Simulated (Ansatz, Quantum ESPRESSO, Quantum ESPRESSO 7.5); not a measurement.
**Ag chain with one bond drawn out by 0.3 Å: ballistic transmission**

How well does the junction conduct in the ballistic limit? It is: Ag chain with one bond drawn out by 0.3 Å.

Calculated with Quantum ESPRESSO 7.5; plane-wave DFT, PBE, GBRV ultrasoft pseudopotentials (cross-check by Ansatz 0.2.0 with PAW datasets).

### 1. The structure

The cell holds 12 atoms: 12 Ag. Its edges and angles: a = 7.500 Å, b = 7.500 Å, c = 32.220 Å, α = 90.0°, β = 90.0°, γ = 90.0°. Regions: left lead, 6 atoms (6 Ag); right lead, 6 atoms (6 Ag). Vacuum lies along a and b. The structure is stacked along c, and the current runs across the ab planes.

### 2. SCF with pw.x

One periodic cell holds a stretch of lead, the junction and more lead; the atoms stay as built.

scf.in reads:

```
&control
  prefix = 'scf'
  outdir = './out'
  pseudo_dir = './pseudo'
  calculation = 'scf'
  tprnfor = .true.
/
&system
  ibrav = 0
  nat = 12
  ntyp = 1
  ecutwfc = 34
  ecutrho = 170
  occupations = 'smearing'
  smearing = 'mv'
  degauss = 0.01
/
&electrons
  conv_thr = 1e-07
  mixing_beta = 0.25
  electron_maxstep = 120
  mixing_mode = 'local-TF'
/
ATOMIC_SPECIES
  Ag  107.8682  ag_pbe_v1.4.uspp.F.UPF
CELL_PARAMETERS angstrom
  7.50000000000000 0.00000000000000 0.00000000000000
  0.00000000000000 7.50000000000000 0.00000000000000
  0.00000000000000 0.00000000000000 32.22000000000000
ATOMIC_POSITIONS crystal
  Ag  0.500000000000 0.500000000000 0.000000000000
  Ag  0.500000000000 0.500000000000 0.082557417753
  Ag  0.500000000000 0.500000000000 0.165114835506
  Ag  0.500000000000 0.500000000000 0.247672253259
  Ag  0.500000000000 0.500000000000 0.330229671012
  Ag  0.500000000000 0.500000000000 0.412787088765
  Ag  0.500000000000 0.500000000000 0.504655493482
  Ag  0.500000000000 0.500000000000 0.587212911235
  Ag  0.500000000000 0.500000000000 0.669770328988
  Ag  0.500000000000 0.500000000000 0.752327746741
  Ag  0.500000000000 0.500000000000 0.834885164494
  Ag  0.500000000000 0.500000000000 0.917442582247
K_POINTS automatic
  1 1 3 0 0 0
```

Run with:

```
> OMP_NUM_THREADS=1 mpirun -n 4 pw.x -nk 1 -in scf.in > scf.out
```

Output:

```text
Program PWSCF v.7.5 starts
[citation notice left out]

     Parallel version (MPI & OpenMP), running on       4 processor cores
     Number of MPI processes:                 4
     Threads/MPI process:                     1

     MPI processes distributed on     1 nodes
[...]
Current dimensions of program PWSCF are:
     Max number of different atomic species (ntypx) = 10
     Max number of k-points (npk) =  40000
     Max angular momentum in pseudopotentials (lmaxx) =  4
     Message from routine setup:
     using ibrav=0 with symmetry is DISCOURAGED, use correct ibrav instead

     R & G space division:  proc/nbgrp/npool/nimage =       4
     Subspace diagonalization in iterative solution of the eigenvalue problem:
     a serial algorithm will be used

     Parallelization info
     --------------------
     sticks:   dense  smooth     PW     G-vecs:    dense   smooth      PW
     Min         677     544    138               114445    81890   10422
     Max         678     545    139               114470    81903   10435
     Sum        2709    2177    553               457809   327579   41713

     Using Slab Decomposition

     bravais-lattice index     =            0
     lattice parameter (alat)  =      14.1729  a.u.
     unit-cell volume          =   12230.5127 (a.u.)^3
     number of atoms/cell      =           12
     number of atomic types    =            1
     number of electrons       =       228.00
     number of Kohn-Sham states=          137
     kinetic-energy cutoff     =      34.0000  Ry
     charge density cutoff     =     170.0000  Ry
     scf convergence threshold =      1.0E-07
     mixing beta               =       0.2500
     number of iterations used =            8  local-TF  mixing
     Exchange-correlation=  SLA  PW   PBX  PBC
                           (   1   4   3   4   0   0   0)

     celldm(1)=  14.172946  celldm(2)=   0.000000  celldm(3)=   0.000000
     celldm(4)=   0.000000  celldm(5)=   0.000000  celldm(6)=   0.000000

     crystal axes: (cart. coord. in units of alat)
               a(1) = (   1.000000   0.000000   0.000000 )
               a(2) = (   0.000000   1.000000   0.000000 )
               a(3) = (   0.000000   0.000000   4.296000 )

     reciprocal axes: (cart. coord. in units 2 pi/alat)
               b(1) = (  1.000000  0.000000  0.000000 )
               b(2) = (  0.000000  1.000000  0.000000 )
               b(3) = (  0.000000  0.000000  0.232775 )

     PseudoPot. # 1 for Ag read from file:
     ./pseudo/ag_pbe_v1.4.uspp.F.UPF
     Pseudo is Ultrasoft + core correction, Zval = 19.0
     Generated by new atomic code, or converted to UPF format
     Using radial grid of  887 points,  6 beta functions with:
                l(1) =   0
                l(2) =   0
                l(3) =   1
                l(4) =   1
                l(5) =   2
                l(6) =   2
     Q(r) pseudized with  6 coefficients,  rinner =    1.300   1.300   1.300
                                                       1.300   1.300

     atomic species   valence    mass     pseudopotential
     Ag               19.00   107.86820     Ag( 1.00)

      8 Sym. Ops. (no inversion) found

   Cartesian axes

     site n.     atom                  positions (alat units)
         1        Ag     tau(   1) = (   0.5000000   0.5000000   0.0000000  )
         2        Ag     tau(   2) = (   0.5000000   0.5000000   0.3546667  )
         3        Ag     tau(   3) = (   0.5000000   0.5000000   0.7093333  )
         4        Ag     tau(   4) = (   0.5000000   0.5000000   1.0640000  )
         5        Ag     tau(   5) = (   0.5000000   0.5000000   1.4186667  )
         6        Ag     tau(   6) = (   0.5000000   0.5000000   1.7733333  )
         7        Ag     tau(   7) = (   0.5000000   0.5000000   2.1680000  )
         8        Ag     tau(   8) = (   0.5000000   0.5000000   2.5226667  )
         9        Ag     tau(   9) = (   0.5000000   0.5000000   2.8773333  )
        10        Ag     tau(  10) = (   0.5000000   0.5000000   3.2320000  )
        11        Ag     tau(  11) = (   0.5000000   0.5000000   3.5866667  )
        12        Ag     tau(  12) = (   0.5000000   0.5000000   3.9413333  )

     number of k points=     2  Marzari-Vanderbilt smearing, width (Ry)=  0.0100
                       cart. coord. in units 2pi/alat
        k(    1) = (   0.0000000   0.0000000   0.0000000), wk =   0.6666667
        k(    2) = (   0.0000000   0.0000000   0.0775916), wk =   1.3333333

     Dense  grid:   457809 G-vectors     FFT dimensions: (  60,  60, 256)

     Smooth grid:   327579 G-vectors     FFT dimensions: (  54,  54, 240)

     Estimated max dynamical RAM per process >     547.33 MB

     Estimated total dynamical RAM >       2.14 GB

     Initial potential from superposition of free atoms

     starting charge     221.9994, renormalised to     228.0000

     negative rho (up, down):  1.988E-02 0.000E+00
     Starting wfcs are  156 randomized atomic wfcs

     total cpu time spent up to now is        3.2 secs

     per-process dynamical memory:   146.5 Mb

     Self-consistent Calculation

     iteration #  1     ecut=    34.00 Ry     beta= 0.25
     Davidson diagonalization with overlap
     ethr =  1.00E-02,  avg # of iterations =  3.0

     negative rho (up, down):  3.262E-01 0.000E+00

     total cpu time spent up to now is       12.2 secs

     total energy              =   -3547.45483739 Ry
     estimated scf accuracy    <      23.31080033 Ry

     iteration #  2     ecut=    34.00 Ry     beta= 0.25
[...]
negative rho (up, down):  8.178E-01 0.000E+00

[...]
total energy              =   -3545.17344227 Ry
     estimated scf accuracy    <       8.86982819 Ry

     iteration #  3     ecut=    34.00 Ry     beta= 0.25
[...]
negative rho (up, down):  8.112E-01 0.000E+00

[...]
total energy              =   -3546.34720192 Ry
     estimated scf accuracy    <       0.38992896 Ry

     iteration #  4     ecut=    34.00 Ry     beta= 0.25
[...]
c_bands:  2 eigenvalues not converged
[...]
negative rho (up, down):  5.142E-01 0.000E+00

[...]
total energy              =   -3546.25846456 Ry
     estimated scf accuracy    <       0.16902193 Ry

     iteration #  5     ecut=    34.00 Ry     beta= 0.25
[...]
negative rho (up, down):  3.723E-01 0.000E+00

[...]
total energy              =   -3546.26491826 Ry
     estimated scf accuracy    <       0.03258907 Ry

     iteration #  6     ecut=    34.00 Ry     beta= 0.25
[...]
negative rho (up, down):  7.028E-02 0.000E+00

[...]
total energy              =   -3546.25209415 Ry
     estimated scf accuracy    <       0.01387867 Ry

     iteration #  7     ecut=    34.00 Ry     beta= 0.25
[...]
negative rho (up, down):  4.612E-02 0.000E+00

[...]
total energy              =   -3546.25046113 Ry
     estimated scf accuracy    <       0.01518898 Ry

     iteration #  8     ecut=    34.00 Ry     beta= 0.25
[...]
negative rho (up, down):  3.732E-03 0.000E+00

[...]
total energy              =   -3546.25177055 Ry
     estimated scf accuracy    <       0.00041227 Ry

     iteration #  9     ecut=    34.00 Ry     beta= 0.25
[...]
c_bands:  1 eigenvalues not converged
[...]
negative rho (up, down):  3.950E-03 0.000E+00

[...]
total energy              =   -3546.25207413 Ry
     estimated scf accuracy    <       0.00099099 Ry

     iteration # 10     ecut=    34.00 Ry     beta= 0.25
[...]
negative rho (up, down):  5.415E-03 0.000E+00

[...]
total energy              =   -3546.25219168 Ry
     estimated scf accuracy    <       0.00006521 Ry

     iteration # 11     ecut=    34.00 Ry     beta= 0.25
[...]
negative rho (up, down):  4.717E-03 0.000E+00

[...]
total energy              =   -3546.25218667 Ry
     estimated scf accuracy    <       0.00004622 Ry

     iteration # 12     ecut=    34.00 Ry     beta= 0.25
[...]
negative rho (up, down):  4.386E-03 0.000E+00

[...]
total energy              =   -3546.25219292 Ry
     estimated scf accuracy    <       0.00000234 Ry

     iteration # 13     ecut=    34.00 Ry     beta= 0.25
[...]
negative rho (up, down):  4.871E-03 0.000E+00

[...]
total energy              =   -3546.25219328 Ry
     estimated scf accuracy    <       0.00000210 Ry

     iteration # 14     ecut=    34.00 Ry     beta= 0.25
[...]
negative rho (up, down):  4.981E-03 0.000E+00

[...]
total energy              =   -3546.25219389 Ry
     estimated scf accuracy    <       0.00000011 Ry

     iteration # 15     ecut=    34.00 Ry     beta= 0.25
[...]
negative rho (up, down):  4.889E-03 0.000E+00

[...]
total energy              =   -3546.25219370 Ry
     estimated scf accuracy    <       0.00000127 Ry

     iteration # 16     ecut=    34.00 Ry     beta= 0.25
[...]
negative rho (up, down):  4.882E-03 0.000E+00

[...]
End of self-consistent calculation

          k = 0.0000 0.0000 0.0000 ( 41009 PWs)   bands (ev):

   -93.0444 -93.0436 -93.0418 -93.0391 -93.0349 -93.0306 -93.0277 -93.0260
   -93.0196 -93.0186 -93.0103 -93.0092 -56.7313 -56.7187 -56.7009 -56.6744
   -56.6530 -56.6209 -56.6054 -56.5695 -56.5518 -56.5253 -56.5187 -56.5090
   -56.5065 -56.5065 -56.5056 -56.5056 -56.5037 -56.5037 -56.5007 -56.5007
   -56.4964 -56.4964 -56.4920 -56.4920 -56.4894 -56.4894 -56.4884 -56.4884
   -56.4872 -56.4872 -56.4864 -56.4864 -56.4745 -56.4745 -56.4741 -56.4741
    -7.2299  -7.0703  -6.9500  -6.5305  -6.4022  -6.2353  -6.2353  -6.1637
    -6.1637  -6.1005  -6.1005  -5.9134  -5.9134  -5.8424  -5.8424  -5.7895
    -5.6780  -5.5491  -5.5491  -5.4770  -5.4770  -5.4474  -5.4444  -5.4302
    -5.4273  -5.4159  -5.4131  -5.3730  -5.3705  -5.3628  -5.3604  -5.3027
    -5.3007  -5.2873  -5.2853  -5.2273  -5.2257  -5.2064  -5.2048  -5.1642
    -5.1629  -5.1533  -5.1519  -5.1376  -5.1376  -5.1376  -5.1364  -5.0822
    -5.0618  -5.0618  -4.9841  -4.7812  -4.7812  -4.7244  -4.7244  -4.6077
    -4.6077  -4.6019  -4.5375  -4.4072  -3.7340  -3.6376  -3.6063  -3.2990
    -3.2666  -2.6658  -2.6330  -1.6287  -1.5779  -0.1292  -0.0997   0.7035
     0.7035   0.9049   0.9049   0.9340   0.9340   1.1925   1.4950   1.4950
     1.5279   1.5279   1.8540   1.9896   1.9967   2.3741   2.3745   2.4083
     2.4098

          k = 0.0000 0.0000 0.0776 ( 40937 PWs)   bands (ev):

   -93.0444 -93.0436 -93.0418 -93.0391 -93.0349 -93.0306 -93.0277 -93.0260
   -93.0196 -93.0186 -93.0103 -93.0092 -56.7312 -56.7192 -56.6997 -56.6769
   -56.6484 -56.6278 -56.5984 -56.5753 -56.5466 -56.5301 -56.5151 -56.5101
   -56.5065 -56.5065 -56.5056 -56.5056 -56.5037 -56.5037 -56.5007 -56.5007
   -56.4964 -56.4964 -56.4920 -56.4920 -56.4892 -56.4892 -56.4887 -56.4887
   -56.4870 -56.4870 -56.4865 -56.4865 -56.4745 -56.4745 -56.4741 -56.4741
    -7.2199  -7.1132  -6.8718  -6.6632  -6.2418  -6.2316  -6.2316  -6.1796
    -6.1796  -6.0697  -6.0697  -5.9779  -5.9686  -5.9686  -5.7717  -5.7717
    -5.6382  -5.6382  -5.4919  -5.4466  -5.4436  -5.4339  -5.4310  -5.4084
    -5.4057  -5.3873  -5.3847  -5.3827  -5.3827  -5.3455  -5.3432  -5.3203
    -5.3181  -5.2713  -5.2694  -5.2403  -5.2396  -5.2379  -5.2304  -5.2304
    -5.1957  -5.1943  -5.1724  -5.1710  -5.1478  -5.1465  -5.1392  -5.1380
    -4.9753  -4.9753  -4.8525  -4.8468  -4.8468  -4.6852  -4.6802  -4.6802
    -4.6191  -4.6191  -4.4862  -4.4195  -3.7246  -3.6804  -3.5373  -3.4225
    -3.1104  -2.8992  -2.3534  -2.0033  -1.1511  -0.6500   0.4368   0.7264
     0.7264   0.8029   0.8029   0.9422   1.0787   1.0787   1.2786   1.2786
     1.7765   1.7765   1.8689   1.9167   2.0731   2.0731   2.1008   2.2394
     2.6099

     the Fermi energy is    -2.6405 ev

!    total energy              =   -3546.25219420 Ry
     estimated scf accuracy    <          3.1E-09 Ry
     smearing contrib. (-TS)   =      -0.00066213 Ry
     internal energy E=F+TS    =   -3546.25153207 Ry

     The total energy is F=E-TS. E is the sum of the following terms:
     one-electron contribution =   -4965.87504202 Ry
     hartree contribution      =    2445.21581367 Ry
     xc contribution           =    -346.69235792 Ry
     ewald contribution        =    -678.89994580 Ry

     convergence has been achieved in  16 iterations

     negative rho (up, down):  4.882E-03 0.000E+00

     Forces acting on atoms (cartesian axes, Ry/au):

     atom    1 type  1   force =     0.00000000    0.00000000    0.00070188
     atom    2 type  1   force =     0.00000000    0.00000000   -0.00095011
     atom    3 type  1   force =     0.00000000    0.00000000    0.00072360
     atom    4 type  1   force =     0.00000000    0.00000000   -0.00144573
     atom    5 type  1   force =     0.00000000    0.00000000    0.00252982
     atom    6 type  1   force =     0.00000000    0.00000000    0.01982157
     atom    7 type  1   force =     0.00000000    0.00000000   -0.01985776
     atom    8 type  1   force =     0.00000000    0.00000000   -0.00263979
     atom    9 type  1   force =     0.00000000    0.00000000    0.00135966
     atom   10 type  1   force =     0.00000000    0.00000000   -0.00072586
     atom   11 type  1   force =     0.00000000    0.00000000    0.00103841
     atom   12 type  1   force =     0.00000000    0.00000000   -0.00055569

     Total force =     0.028432     Total SCF correction =     0.000094

[...]
=------------------------------------------------------------------------------=
   JOB DONE.
=------------------------------------------------------------------------------=
```

Elapsed: 2.5 min, on 4 MPI ranks of Arm Neoverse V2, shared host; peak memory 2.2 GiB; 10 min of CPU time.

Numbers from this step:

* free energy: -48249.2191 eV
* Fermi energy: -2.640 eV

The program's own clock; routines nest. Time by routine:

```
     routine  wall time (s)  calls
       PWSCF          149.8      1
   electrons          144.9      1
     c_bands          112.3     16
     cegterg          111.1     32
       h_psi          61.08    185
        fftw           49.2  27294
    vloc_psi          44.21    185
    sum_band          17.88     16
      calbec          12.07    225
h_psi:calbec           8.21    185
  add_vuspsi           8.17    185
       s_psi           8.15    185
     mix_rho           8.02     16
        newd           5.82     17
```

The run needed 16 iterations to bring the estimated error under 1e-07 Ry; the largest force on any atom, held or free, is 0.51 eV/Å.

(Continued in part 2 of 4.)

[Logs are printed without paths, hosts, clocks, repeated set-up lines and the standing remarks that a program may print on its own settings, such as how far it seeks lower states.]

[Hosts, paths, dates, database ids (printed as entryN), source tags and the programs' standing remarks are cut or masked in the printed files.]

[Maps of the electrostatic potential energy from Ansatz leave out the sawtooth potential of an applied field or a dipole correction, so their vacuum need not be flat; planar profiles and work functions include it.]
